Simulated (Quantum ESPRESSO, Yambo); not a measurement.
# BiOCl (P4/nmm): G0W0 with Yambo, start to end, part 2 of 3

Aim: the G0W0 gap of BiOCl (P4/nmm) on PBEsol, step by step.

Quantum ESPRESSO 7.5 and Yambo 5.3.0; PBEsol and many-body steps on it, plane waves. Known limits of the many-body steps: not at the basis limit; no spin-orbit coupling; coarse k mesh.

So far. Step 2 (Ground state): The gap is indirect, with the least direct gap 0.34 eV higher.

## (3) Bands along the symmetry lines

Level of this step: DFT, PBEsol, plane waves, norm-conserving pseudopotentials (Quantum ESPRESSO).

Levels along a band path, at the cheap level, show where the edges lie and whether the meshes to come will hold them.

pw.in

```
&control
  calculation = 'bands'
  prefix = 'x'
  outdir = 'o'
  pseudo_dir = 'pseudo'
/
&system
  ibrav = 0
  nat = 6
  ntyp = 3
  ecutwfc = 76.0
  nbnd = 42
  force_symmorphic = .true.
/
&electrons
  conv_thr = 1e-9
  electron_maxstep = 80
  diago_full_acc = .true.
  diago_thr_init = 5e-6
/
ATOMIC_SPECIES
  Bi 208.98 Bi.upf
  Cl 35.45 Cl.upf
  O 15.999 O.upf
CELL_PARAMETERS angstrom
  3.8855100000 0.0000000000 0.0000000000
  0.0000000000 3.8855100000 0.0000000000
  0.0000000000 0.0000000000 7.3489000000
ATOMIC_POSITIONS crystal
  Bi 0.5000000000 0.0000000000 0.3290400000
  Bi 0.0000000000 0.5000000000 0.6709600000
  Cl 0.0000000000 0.5000000000 0.1472000000
  Cl 0.5000000000 0.0000000000 0.8528000000
  O 0.0000000000 0.0000000000 0.5000000000
  O 0.5000000000 0.5000000000 0.5000000000
K_POINTS crystal
  75
  0.00000000 0.00000000 0.00000000 1
  0.00000000 0.06250000 0.00000000 1
  0.00000000 0.12500000 0.00000000 1
  0.00000000 0.18750000 0.00000000 1
  0.00000000 0.25000000 0.00000000 1
  0.00000000 0.31250000 0.00000000 1
  0.00000000 0.37500000 0.00000000 1
  0.00000000 0.43750000 0.00000000 1
  0.00000000 0.50000000 0.00000000 1
  0.06250000 0.50000000 0.00000000 1
  0.12500000 0.50000000 0.00000000 1
  0.18750000 0.50000000 0.00000000 1
  0.25000000 0.50000000 0.00000000 1
  0.31250000 0.50000000 0.00000000 1
  0.37500000 0.50000000 0.00000000 1
  0.43750000 0.50000000 0.00000000 1
  0.50000000 0.50000000 0.00000000 1
  0.43750000 0.43750000 0.00000000 1
  0.37500000 0.37500000 0.00000000 1
  0.31250000 0.31250000 0.00000000 1
  0.25000000 0.25000000 0.00000000 1
  0.18750000 0.18750000 0.00000000 1
  0.12500000 0.12500000 0.00000000 1
  0.06250000 0.06250000 0.00000000 1
  0.00000000 0.00000000 0.00000000 1
  0.00000000 0.00000000 0.06250000 1
  0.00000000 0.00000000 0.12500000 1
  0.00000000 0.00000000 0.18750000 1
  0.00000000 0.00000000 0.25000000 1
  0.00000000 0.00000000 0.31250000 1
  0.00000000 0.00000000 0.37500000 1
  0.00000000 0.00000000 0.43750000 1
  0.00000000 0.00000000 0.50000000 1
  0.00000000 0.06250000 0.50000000 1
  0.00000000 0.12500000 0.50000000 1
  0.00000000 0.18750000 0.50000000 1
  0.00000000 0.25000000 0.50000000 1
  0.00000000 0.31250000 0.50000000 1
  0.00000000 0.37500000 0.50000000 1
  0.00000000 0.43750000 0.50000000 1
  0.00000000 0.50000000 0.50000000 1
  0.06250000 0.50000000 0.50000000 1
  0.12500000 0.50000000 0.50000000 1
  0.18750000 0.50000000 0.50000000 1
  0.25000000 0.50000000 0.50000000 1
  0.31250000 0.50000000 0.50000000 1
  0.37500000 0.50000000 0.50000000 1
  0.43750000 0.50000000 0.50000000 1
  0.50000000 0.50000000 0.50000000 1
  0.43750000 0.43750000 0.50000000 1
  0.37500000 0.37500000 0.50000000 1
  0.31250000 0.31250000 0.50000000 1
  0.25000000 0.25000000 0.50000000 1
  0.18750000 0.18750000 0.50000000 1
  0.12500000 0.12500000 0.50000000 1
  0.06250000 0.06250000 0.50000000 1
  0.00000000 0.00000000 0.50000000 1
  0.00000000 0.50000000 0.00000000 1
  0.00000000 0.50000000 0.06250000 1
  0.00000000 0.50000000 0.12500000 1
  0.00000000 0.50000000 0.18750000 1
  0.00000000 0.50000000 0.25000000 1
  0.00000000 0.50000000 0.31250000 1
  0.00000000 0.50000000 0.37500000 1
  0.00000000 0.50000000 0.43750000 1
  0.00000000 0.50000000 0.50000000 1
  0.50000000 0.50000000 0.00000000 1
  0.50000000 0.50000000 0.06250000 1
  0.50000000 0.50000000 0.12500000 1
  0.50000000 0.50000000 0.18750000 1
  0.50000000 0.50000000 0.25000000 1
  0.50000000 0.50000000 0.31250000 1
  0.50000000 0.50000000 0.37500000 1
  0.50000000 0.50000000 0.43750000 1
  0.50000000 0.50000000 0.50000000 1
```

Launch:

```
$ OMP_NUM_THREADS=1 mpirun -n 4 pw.x -nk 4 -in pw.in > pw.out
```

The log of the run:

```text
[banner, memory and clock lines left out]
Program PWSCF v.7.5 starts

     Atomic positions and unit cell read from directory:
     o/x.save/

     Message from routine setup:
     using ibrav=0 with symmetry is DISCOURAGED, use correct ibrav instead

     G-vector sticks info

     bravais-lattice index     =            0
     lattice parameter (alat)  =       7.3425  a.u.
     unit-cell volume          =     748.7124 (a.u.)^3
     number of atoms/cell      =            6
     number of atomic types    =            3
     number of electrons       =        72.00
     number of Kohn-Sham states=           42
     kinetic-energy cutoff     =      76.0000  Ry
     charge density cutoff     =     304.0000  Ry
     Exchange-correlation= PBESOL
                           (   1   4  10   8   0   0   0)

     celldm(1)=   7.342550  celldm(2)=   0.000000  celldm(3)=   0.000000
     celldm(4)=   0.000000  celldm(5)=   0.000000  celldm(6)=   0.000000

     crystal axes: (cart. coord. in units of alat)
               a(1) = (   1.000000   0.000000   0.000000 )
               a(2) = (   0.000000   1.000000   0.000000 )
               a(3) = (   0.000000   0.000000   1.891360 )

     reciprocal axes: (cart. coord. in units 2 pi/alat)
               b(1) = (  1.000000  0.000000  0.000000 )
               b(2) = (  0.000000  1.000000  0.000000 )
               b(3) = (  0.000000  0.000000  0.528720 )
     Pseudo is Norm-conserving + core correction, Zval = 23.0
     Generated using ONCVPSP code by D. R. Hamann
     Using radial grid of 1472 points,  6 beta functions with:
     Pseudo is Norm-conserving + core correction, Zval =  7.0
     Generated using ONCVPSP code by D. R. Hamann
     Using radial grid of 1028 points,  6 beta functions with:
     Pseudo is Norm-conserving + core correction, Zval =  6.0
     Generated using ONCVPSP code by D. R. Hamann
     Using radial grid of  936 points,  5 beta functions with:
     Bi               23.00   208.98000     Bi( 1.00)
     Cl                7.00    35.45000     Cl( 1.00)
     O                 6.00    15.99900     O ( 1.00)

      8 Sym. Ops. (no inversion) found

   Cartesian axes

     site n.     atom                  positions (alat units)
         1        Bi     tau(   1) = (   0.5000000   0.0000000   0.6223332  )
         2        Bi     tau(   2) = (   0.0000000   0.5000000   1.2690272  )
         3        Cl     tau(   3) = (   0.0000000   0.5000000   0.2784083  )
         4        Cl     tau(   4) = (   0.5000000   0.0000000   1.6129522  )
         5        O      tau(   5) = (   0.0000000   0.0000000   0.9456802  )
         6        O      tau(   6) = (   0.5000000   0.5000000   0.9456802  )

     number of k points=    75
                       cart. coord. in units 2pi/alat
        k(    1) = (   0.0000000   0.0000000   0.0000000), wk =   0.0266667
        k(    2) = (   0.0000000   0.0625000   0.0000000), wk =   0.0266667
        k(    3) = (   0.0000000   0.1250000   0.0000000), wk =   0.0266667
[...]
[... 63 further rows ...]
        k(   74) = (   0.5000000   0.5000000   0.2313150), wk =   0.0266667
        k(   75) = (   0.5000000   0.5000000   0.2643600), wk =   0.0266667

     Dense  grid:    67045 G-vectors     FFT dimensions: (  45,  45,  80)

     The potential is recalculated from file :
     o/x.save/charge-density

     Starting wfcs are   42 randomized atomic wfcs

     Band Structure Calculation

     End of band structure calculation

          k = 0.0000 0.0000 0.0000 (  8363 PWs)   bands (ev):

  -143.3219-143.3218 -81.3556 -81.3554 -81.3491 -81.3491 -81.3490 -81.3490
   -12.8928 -12.6835 -12.6835 -12.6828 -12.6686 -12.6335 -12.6215 -12.6097
   -12.6097 -12.5933  -9.3912  -6.7293  -4.7411  -4.4175  -0.3561   2.2221
     4.4239   4.4239   6.9703   7.2978   7.4394   7.4394   7.5140   7.5140
[...]
16.1903  16.1904

          k = 0.0000 0.0625 0.0000 (  8375 PWs)   bands (ev):

  -143.3219-143.3218 -81.3556 -81.3554 -81.3491 -81.3491 -81.3490 -81.3490
[...]
15.8165  16.1426

          k = 0.0000 0.1250 0.0000 (  8359 PWs)   bands (ev):

  -143.3218-143.3218 -81.3556 -81.3554 -81.3491 -81.3491 -81.3490 -81.3490
[...]
15.4441  15.9981

[...]
k = 0.5000 0.5000 0.2313 (  8404 PWs)   bands (ev):

  -143.3219-143.3219 -81.3555 -81.3555 -81.3493 -81.3493 -81.3491 -81.3491
[...]
15.5288  15.5289

          k = 0.5000 0.5000 0.2644 (  8400 PWs)   bands (ev):

  -143.3219-143.3219 -81.3555 -81.3555 -81.3493 -81.3493 -81.3491 -81.3491
[...]
4.3288   4.3288   6.1289   6.1289   6.6613   6.6613   7.1558   7.1558
     7.5572   7.5572   8.3082   8.3082  13.4376  13.4377  15.0034  15.0034
    15.5218  15.5219

     XML data file, pseudopotentials, collected wavefunctions
```

Run time: 27 s. Hardware: 4 MPI ranks of Arm Neoverse V2, shared host; peak memory 0.43 GiB; 1.8 min of CPU time.

This step gave:

```yaml
gap: 2.547 eV
k_of_the_valence_top: 0, 0.4375, 0.5
k_of_the_conduction_bottom: 0, 0, 0.5
least_direct_gap: 2.931 eV
```

The gap is 2.547 eV, −0.046 eV from the run before at this level.

The electronic bands at the labelled points (eV, zero at the top of the highest filled band):

```tsv
point	band 33	band 34	band 35	band 36	band 37	band 38	band 39	band 40
Γ	-1.06	-1.06	-0.99	-0.78	3.05	3.75	5.30	5.30
halfway	-1.05	-0.54	-0.38	-0.29	4.29	4.65	4.80	5.00
X	-0.92	-0.92	-0.09	-0.09	4.55	4.55	5.19	5.19
halfway	-1.05	-1.05	-0.70	-0.70	4.54	4.54	5.40	5.40
M	-0.72	-0.72	-0.66	-0.66	4.06	4.06	5.81	5.81
halfway	-0.84	-0.64	-0.52	-0.39	3.92	5.02	5.17	5.49
Γ	-1.06	-1.06	-0.99	-0.78	3.05	3.75	5.30	5.30
halfway	-0.92	-0.92	-0.74	-0.54	2.79	3.36	5.31	5.31
Z	-0.79	-0.79	-0.39	-0.38	2.55	2.93	5.31	5.31
halfway	-0.86	-0.81	-0.58	-0.16	4.02	4.30	5.14	5.25
R	-0.71	-0.71	-0.08	-0.08	4.35	4.35	5.28	5.28
halfway	-0.94	-0.94	-0.66	-0.66	4.06	4.06	5.77	5.77
A	-1.41	-1.41	-0.66	-0.66	4.47	4.47	6.03	6.03
halfway	-0.94	-0.80	-0.61	-0.34	3.43	4.80	5.29	5.53
Z	-0.79	-0.79	-0.39	-0.38	2.55	2.93	5.31	5.31
jump to X	-0.92	-0.92	-0.09	-0.09	4.55	4.55	5.19	5.19
halfway	-0.80	-0.80	-0.09	-0.09	4.45	4.45	5.23	5.23
R	-0.71	-0.71	-0.08	-0.08	4.35	4.35	5.28	5.28
jump to M	-0.72	-0.72	-0.66	-0.66	4.06	4.06	5.81	5.81
halfway	-1.03	-1.03	-0.66	-0.66	4.26	4.26	5.93	5.93
A	-1.41	-1.41	-0.66	-0.66	4.47	4.47	6.03	6.03
```

## (4) Empty states on the mesh, 4×4×2 mesh, 367 bands

The sums over transitions need many empty states on a uniform mesh; this step solves for them.

pw.in

```
&control
  calculation = 'nscf'
  prefix = 'x'
  outdir = 'o'
  pseudo_dir = 'pseudo'
/
&system
  ibrav = 0
  nat = 6
  ntyp = 3
  ecutwfc = 76.0
  nbnd = 367
  force_symmorphic = .true.
/
&electrons
  conv_thr = 1e-9
  electron_maxstep = 80
  diago_full_acc = .true.
  diago_thr_init = 5e-6
/
ATOMIC_SPECIES
  Bi 208.98 Bi.upf
  Cl 35.45 Cl.upf
  O 15.999 O.upf
CELL_PARAMETERS angstrom
  3.8855100000 0.0000000000 0.0000000000
  0.0000000000 3.8855100000 0.0000000000
  0.0000000000 0.0000000000 7.3489000000
ATOMIC_POSITIONS crystal
  Bi 0.5000000000 0.0000000000 0.3290400000
  Bi 0.0000000000 0.5000000000 0.6709600000
  Cl 0.0000000000 0.5000000000 0.1472000000
  Cl 0.5000000000 0.0000000000 0.8528000000
  O 0.0000000000 0.0000000000 0.5000000000
  O 0.5000000000 0.5000000000 0.5000000000
K_POINTS automatic
  4 4 2 0 0 0
```

The log of the run:

```text
[banner, memory and clock lines left out]
Program PWSCF v.7.5 starts

     Atomic positions and unit cell read from directory:
     o/x.save/

     Message from routine setup:
     using ibrav=0 with symmetry is DISCOURAGED, use correct ibrav instead

     G-vector sticks info

     bravais-lattice index     =            0
     lattice parameter (alat)  =       7.3425  a.u.
     unit-cell volume          =     748.7124 (a.u.)^3
     number of atoms/cell      =            6
     number of atomic types    =            3
     number of electrons       =        72.00
     number of Kohn-Sham states=          367
     kinetic-energy cutoff     =      76.0000  Ry
     charge density cutoff     =     304.0000  Ry
     Exchange-correlation= PBESOL
                           (   1   4  10   8   0   0   0)

     celldm(1)=   7.342550  celldm(2)=   0.000000  celldm(3)=   0.000000
     celldm(4)=   0.000000  celldm(5)=   0.000000  celldm(6)=   0.000000

     crystal axes: (cart. coord. in units of alat)
               a(1) = (   1.000000   0.000000   0.000000 )
               a(2) = (   0.000000   1.000000   0.000000 )
               a(3) = (   0.000000   0.000000   1.891360 )

     reciprocal axes: (cart. coord. in units 2 pi/alat)
               b(1) = (  1.000000  0.000000  0.000000 )
               b(2) = (  0.000000  1.000000  0.000000 )
               b(3) = (  0.000000  0.000000  0.528720 )
     Pseudo is Norm-conserving + core correction, Zval = 23.0
     Generated using ONCVPSP code by D. R. Hamann
     Using radial grid of 1472 points,  6 beta functions with:
     Pseudo is Norm-conserving + core correction, Zval =  7.0
     Generated using ONCVPSP code by D. R. Hamann
     Using radial grid of 1028 points,  6 beta functions with:
     Pseudo is Norm-conserving + core correction, Zval =  6.0
     Generated using ONCVPSP code by D. R. Hamann
     Using radial grid of  936 points,  5 beta functions with:
     Bi               23.00   208.98000     Bi( 1.00)
     Cl                7.00    35.45000     Cl( 1.00)
     O                 6.00    15.99900     O ( 1.00)

      8 Sym. Ops. (no inversion) found

   Cartesian axes

     site n.     atom                  positions (alat units)
         1        Bi     tau(   1) = (   0.5000000   0.0000000   0.6223332  )
         2        Bi     tau(   2) = (   0.0000000   0.5000000   1.2690272  )
         3        Cl     tau(   3) = (   0.0000000   0.5000000   0.2784083  )
         4        Cl     tau(   4) = (   0.5000000   0.0000000   1.6129522  )
         5        O      tau(   5) = (   0.0000000   0.0000000   0.9456802  )
         6        O      tau(   6) = (   0.5000000   0.5000000   0.9456802  )

     number of k points=    12
                       cart. coord. in units 2pi/alat
        k(    1) = (   0.0000000   0.0000000   0.0000000), wk =   0.0625000
        k(    2) = (   0.0000000   0.0000000  -0.2643600), wk =   0.0625000
        k(    3) = (   0.0000000   0.2500000   0.0000000), wk =   0.2500000
[...]
k(   11) = (  -0.5000000  -0.5000000   0.0000000), wk =   0.0625000
        k(   12) = (  -0.5000000  -0.5000000  -0.2643600), wk =   0.0625000

     Dense  grid:    67045 G-vectors     FFT dimensions: (  45,  45,  80)

     The potential is recalculated from file :
     o/x.save/charge-density

     Starting wfcs are   42 randomized atomic wfcs +  325 random wfcs

     Band Structure Calculation

     End of band structure calculation

          k = 0.0000 0.0000 0.0000 (  8363 PWs)   bands (ev):

  -143.3219-143.3218 -81.3556 -81.3554 -81.3491 -81.3491 -81.3490 -81.3490
   -12.8928 -12.6835 -12.6835 -12.6828 -12.6686 -12.6335 -12.6215 -12.6097
   -12.6097 -12.5933  -9.3912  -6.7293  -4.7411  -4.4175  -0.3561   2.2221
     4.4239   4.4239   6.9703   7.2978   7.4394   7.4394   7.5140   7.5140
[...]
[... 34 further rows ...]
[...]
117.5449 118.1378 118.1943 118.3407 118.3408 118.6175 118.7608

          k = 0.0000 0.0000-0.2644 (  8374 PWs)   bands (ev):

  -143.3218-143.3218 -81.3556 -81.3554 -81.3491 -81.3491 -81.3490 -81.3490
[...]
[... 34 further rows ...]
[...]
116.6755 117.3805 117.6867 118.2246 118.6324 118.6324 119.2958

          k = 0.0000 0.2500 0.0000 (  8344 PWs)   bands (ev):

  -143.3218-143.3218 -81.3556 -81.3554 -81.3492 -81.3491 -81.3491 -81.3490
[...]
32.8730  32.9359  32.9523  33.2868  33.9310  34.0057  34.1491  34.7757
     [... 34 further rows ...]
   115.8440 115.9618 116.4600 116.7281 116.8029 116.9403 117.2952 117.4933
   117.8150 118.1432 118.2441 118.5465 118.5814 118.9239 119.0593

          k = 0.0000 0.2500-0.2644 (  8390 PWs)   bands (ev):

     [... further k-points ...]

     highest occupied, lowest unoccupied level (ev):     8.8914   11.5183

     XML data file, pseudopotentials, collected wavefunctions
```

The job ended after 2.5 min (4 MPI ranks; peak memory 1.3 GiB; 9.9 min of CPU time).

Numbers from this step:

```
gap                                                           : 2.627 eV
k of the valence top                                          : 0, -0.5, -0.5
k of the conduction bottom                                    : 0, 0, -0.5
least direct gap                                              : 2.931 eV
k points computed                                             : 12
lowest point of the top converged band, above the valence top : 109.8694 eV
```

On this mesh the gap is 2.627 eV. The earlier step found 2.593 eV, so this mesh misses an edge.

(Part 2 of 3 ends here.)

[Paths, hosts, dates, memory and timing lines, banners, echoed tables and standing remarks are left out of the program output.]

[Logs are printed without paths, hosts, clocks, repeated set-up lines and the standing remarks that a program may print on its own settings, such as how far it seeks lower states.]

[Runs of the session that timed out or met a known fault of the program may be left out.]

[Hosts, paths, dates, database ids (printed as entryN), source tags and the programs' standing remarks are cut or masked in the printed files.]
